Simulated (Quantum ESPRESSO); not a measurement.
## LiVO2: spin-resolved density of states

Where do the states of the two spins of LiVO2 lie?

Program: Quantum ESPRESSO 7.5. Level of theory: LDA; plane waves with GBRV 1.5 LDA potentials, no spin-orbit coupling. Results are calculated unless marked as measured.

### Step 1. Starting point

The structure is tetragonal, space group P4/mmm (No. 123). The conventional cell has a = 3.030 Å, b = 3.030 Å, c = 3.918 Å, α = 90.00°, β = 90.00°, γ = 90.00°. Nearest to Li lie 6 O at 1.96 to 2.14 Å. Nearest to V lie 6 O at 1.96 to 2.14 Å. Nearest to O lie 2 Li at 1.96 Å and 4 V at 2.14 Å. Nearest to O lie 2 V at 1.96 Å and 4 Li at 2.14 Å. Farther neighbours and most contacts between anions are not listed.

The cell comes from Materials Project 2023-11-01, a database of computed structures, and need not be the stable phase.

### Step 2. Ground-state run

This state came out lowest in a comparison of starts that is told elsewhere.

Contents of pw.in:

```
&CONTROL
  calculation = 'scf'
  prefix = 'pwscf'
  outdir = './tmp'
  pseudo_dir = './pseudo'
  disk_io = 'low'
/
&SYSTEM
  ibrav = 0
  celldm(1) = 8
  nat = 8
  ntyp = 4
  ecutwfc = 40
  ecutrho = 280
  nbnd = 43
  occupations = 'smearing'
  smearing = 'fd'
  degauss = 0.00999582
  nspin = 2
  starting_magnetization(1) = 0
  starting_magnetization(2) = 0.1538
  starting_magnetization(3) = -0.1538
  starting_magnetization(4) = 0
/
&ELECTRONS
  conv_thr = 1.6d-08
  electron_maxstep = 150
  mixing_beta = 0.3
/
ATOMIC_SPECIES
Li      6.9400 li_lda_v1.4.uspp.F.UPF
V1     50.9415 v_lda_v1.4.uspp.F.UPF
V2     50.9415 v_lda_v1.4.uspp.F.UPF
O      15.9990 o_lda_v1.2.uspp.F.UPF
CELL_PARAMETERS alat
   1.4312431344267    0.0000000000000    0.0000000000000
   0.7156215672134    0.7156215672134    0.0000000000000
   0.7156215672134    0.0000000000000    0.9254928971039
ATOMIC_POSITIONS crystal
Li      0.0000000000    0.0000000000    0.0000000000
Li      0.5000000000    0.0000000000    0.0000000000
V1      0.7500000000    0.5000000000    0.5000000000
V2      0.2500000000    0.5000000000    0.5000000000
O       0.7500000000    0.0000000000    0.5000000000
O       0.2500000000    0.0000000000    0.5000000000
O       0.0000000000    0.5000000000    0.0000000000
O       0.5000000000    0.5000000000    0.0000000000
K_POINTS automatic
4 8 8 0 0 0
```

Started as:

```bash
OMP_NUM_THREADS=1 mpirun -n 2 pw.x -nk 2 -in pw.in > pw.out
```

The program printed:

```text
Program PWSCF v.7.5 starts

     Message from routine setup:
     using ibrav=0 with symmetry is DISCOURAGED, use correct ibrav instead

     K-points division:     npool     =       2
     Subspace diagonalization in iterative solution of the eigenvalue problem:

     bravais-lattice index     =            0
     lattice parameter (alat)  =       8.0000  a.u.
     unit-cell volume          =     485.3331 (a.u.)^3
     number of atoms/cell      =            8
     number of atomic types    =            4
     number of electrons       =        56.00
     number of Kohn-Sham states=           43
     kinetic-energy cutoff     =      40.0000  Ry
     charge density cutoff     =     280.0000  Ry
     scf convergence threshold =      1.6E-08
     mixing beta               =       0.3000
     number of iterations used =            8  plain     mixing
     Exchange-correlation= SLA  PZ   NOGX NOGC
                           (   1   1   0   0   0   0   0)

     celldm(1)=   8.000000  celldm(2)=   0.000000  celldm(3)=   0.000000
     celldm(4)=   0.000000  celldm(5)=   0.000000  celldm(6)=   0.000000

     crystal axes: (cart. coord. in units of alat)
               a(1) = (   1.431243   0.000000   0.000000 )
               a(2) = (   0.715622   0.715622   0.000000 )
               a(3) = (   0.715622   0.000000   0.925493 )

     reciprocal axes: (cart. coord. in units 2 pi/alat)
               b(1) = (  0.698693 -0.698693 -0.540253 )
               b(2) = (  0.000000  1.397387  0.000000 )
               b(3) = (  0.000000  0.000000  1.080505 )

     PseudoPot. # 1 for Li read from file:
     li_lda_v1.4.uspp.F.UPF
     Pseudo is Ultrasoft, Zval =  3.0

     PseudoPot. # 2 for V  read from file:
     v_lda_v1.4.uspp.F.UPF
     Pseudo is Ultrasoft + core correction, Zval = 13.0

     PseudoPot. # 3 for V  read from file:
     v_lda_v1.4.uspp.F.UPF
     Pseudo is Ultrasoft + core correction, Zval = 13.0

     PseudoPot. # 4 for O  read from file:
     o_lda_v1.2.uspp.F.UPF
     Pseudo is Ultrasoft + core correction, Zval =  6.0

     atomic species   valence    mass     pseudopotential
     Li                3.00     6.94000     Li( 1.00)
     V1               13.00    50.94150     V ( 1.00)
     V2               13.00    50.94150     V ( 1.00)
     O                 6.00    15.99900     O ( 1.00)

     Starting magnetic structure
     atomic species   magnetization
     Li              0.000
     V1              0.154
     V2             -0.154
     O               0.000

     16 Sym. Ops., with inversion, found ( 8 have fractional translation)

   Cartesian axes

     site n.     atom                  positions (alat units)
         1        Li     tau(   1) = (   0.0000000   0.0000000   0.0000000  )
         2        Li     tau(   2) = (   0.7156216   0.0000000   0.0000000  )
         3        V1     tau(   3) = (   1.7890539   0.3578108   0.4627464  )
         4        V2     tau(   4) = (   1.0734324   0.3578108   0.4627464  )
         5        O      tau(   5) = (   1.4312431   0.0000000   0.4627464  )
         6        O      tau(   6) = (   0.7156216   0.0000000   0.4627464  )
         7        O      tau(   7) = (   0.3578108   0.3578108   0.0000000  )
         8        O      tau(   8) = (   1.0734324   0.3578108   0.0000000  )

     number of k points=    39  Fermi-Dirac smearing, width (Ry)=  0.0100
                       cart. coord. in units 2pi/alat
        k(    1) = (   0.0000000   0.0000000   0.0000000), wk =   0.0039062
        k(    2) = (   0.0000000   0.0000000   0.1350632), wk =   0.0078125
        k(    3) = (   0.0000000   0.0000000   0.2701263), wk =   0.0078125
        k(    4) = (   0.0000000   0.0000000   0.4051895), wk =   0.0078125
        k(    5) = (   0.0000000   0.0000000  -0.5402527), wk =   0.0039062
        [... 34 further k-points ...]

     Dense  grid:    38451 G-vectors     FFT dimensions: (  64,  45,  50)

     Smooth grid:    16585 G-vectors     FFT dimensions: (  48,  36,  40)

     Check: negative core charge=   -0.000004
     Generating pointlists ...
     new r_m :   0.1909 (alat units)  1.5271 (a.u.) for type    1
     new r_m :   0.1909 (alat units)  1.5271 (a.u.) for type    2
     new r_m :   0.1909 (alat units)  1.5271 (a.u.) for type    3
     new r_m :   0.1909 (alat units)  1.5271 (a.u.) for type    4

     Initial potential from superposition of free atoms

     starting charge      55.0964, renormalised to      56.0000

     negative rho (up, down):  1.903E-04 1.903E-04
     Starting wfcs are   46 randomized atomic wfcs

     Self-consistent Calculation

     iteration #  1     ecut=    40.00 Ry     beta= 0.30
     Davidson diagonalization with overlap
     ethr =  1.00E-02,  avg # of iterations =  3.8

     negative rho (up, down):  4.728E-04 4.729E-04

     total energy              =    -448.09652245 Ry
     estimated scf accuracy    <       2.41903796 Ry

     total magnetization       =     0.00 Bohr mag/cell
     absolute magnetization    =     2.55 Bohr mag/cell

     iteration #  2     ecut=    40.00 Ry     beta= 0.30
     Davidson diagonalization with overlap
     ethr =  4.32E-03,  avg # of iterations =  2.0

     negative rho (up, down):  4.694E-04 4.696E-04

     total energy              =    -448.57501559 Ry
     estimated scf accuracy    <       0.22728038 Ry

     total magnetization       =    -0.00 Bohr mag/cell
     absolute magnetization    =     3.01 Bohr mag/cell

     [... further iterations left out ...]

     iteration # 14     ecut=    40.00 Ry     beta= 0.30
     Davidson diagonalization with overlap
     ethr =  8.06E-11,  avg # of iterations =  2.0

     negative rho (up, down):  1.098E-03 1.098E-03

     total energy              =    -448.61756086 Ry
     estimated scf accuracy    <       0.00000002 Ry

     total magnetization       =     0.00 Bohr mag/cell
     absolute magnetization    =     2.77 Bohr mag/cell

     iteration # 15     ecut=    40.00 Ry     beta= 0.30
     Davidson diagonalization with overlap
     ethr =  3.34E-11,  avg # of iterations =  2.0

     negative rho (up, down):  1.098E-03 1.098E-03

     Magnetic moment per site  (integrated on atomic sphere of radius R)
     atom   1 (R=0.191)  charge=  2.1621  magn=  0.0000
     atom   2 (R=0.191)  charge=  2.1621  magn=  0.0000
     atom   3 (R=0.191)  charge=  9.6994  magn=  1.0261
     atom   4 (R=0.191)  charge=  9.6994  magn= -1.0261
     atom   5 (R=0.191)  charge=  5.3654  magn=  0.0000
     atom   6 (R=0.191)  charge=  5.3654  magn= -0.0000
     atom   7 (R=0.191)  charge=  5.3669  magn= -0.0000
     atom   8 (R=0.191)  charge=  5.3669  magn= -0.0000

     End of self-consistent calculation

     [... lines left out ...]
     the Fermi energy is    10.7177 ev

!    total energy              =    -448.61756086 Ry
     estimated scf accuracy    <          4.4E-10 Ry
     smearing contrib. (-TS)   =      -0.02278456 Ry
     internal energy E=F+TS    =    -448.59477631 Ry

     The total energy is F=E-TS. E is the sum of the following terms:
     one-electron contribution =    -164.69305600 Ry
     hartree contribution      =     106.55046635 Ry
     xc contribution           =     -74.06578164 Ry
     ewald contribution        =    -316.38640501 Ry

     total magnetization       =     0.00 Bohr mag/cell
     absolute magnetization    =     2.77 Bohr mag/cell

     convergence has been achieved in  15 iterations

=------------------------------------------------------------------------------=
   JOB DONE.
=------------------------------------------------------------------------------=
```

The job ended after 70 s (2 MPI ranks of Intel Xeon Platinum 8488C (Sapphire Rapids), shared host; peak memory 0.4 GiB).

Spin moment in the atom's sphere by atom:

```
atom  spin moment in the atom's sphere (μB)
 Li1                                   0.00
 Li2                                   0.00
  V3                                   1.03
  V4                                  -1.03
  O5                                   0.00
  O6                                   0.00
  O7                                   0.00
  O8                                   0.00
```

Read from the output:

- smearing term TS: 0.3100 eV
- magnetization: 0 μB
- absolute magnetization: 2.771 μB
- final state: antiferromagnetic

(Part 1 of 2 ends here.)

[Logs and program files are shortened in this print: banners, set-up blocks, solver, clock and traceback lines can be left out without a mark of their own.]

[Logs are printed without paths, hosts, clocks, repeated set-up lines and the standing remarks that a program may print on its own settings, such as how far it seeks lower states.]

[Hosts, paths, dates, database ids (printed as entryN), source tags and the programs' standing remarks are cut or masked in the printed files.]

[Where a cell is said to come from a database of computed structures, the database is the Materials Project.]
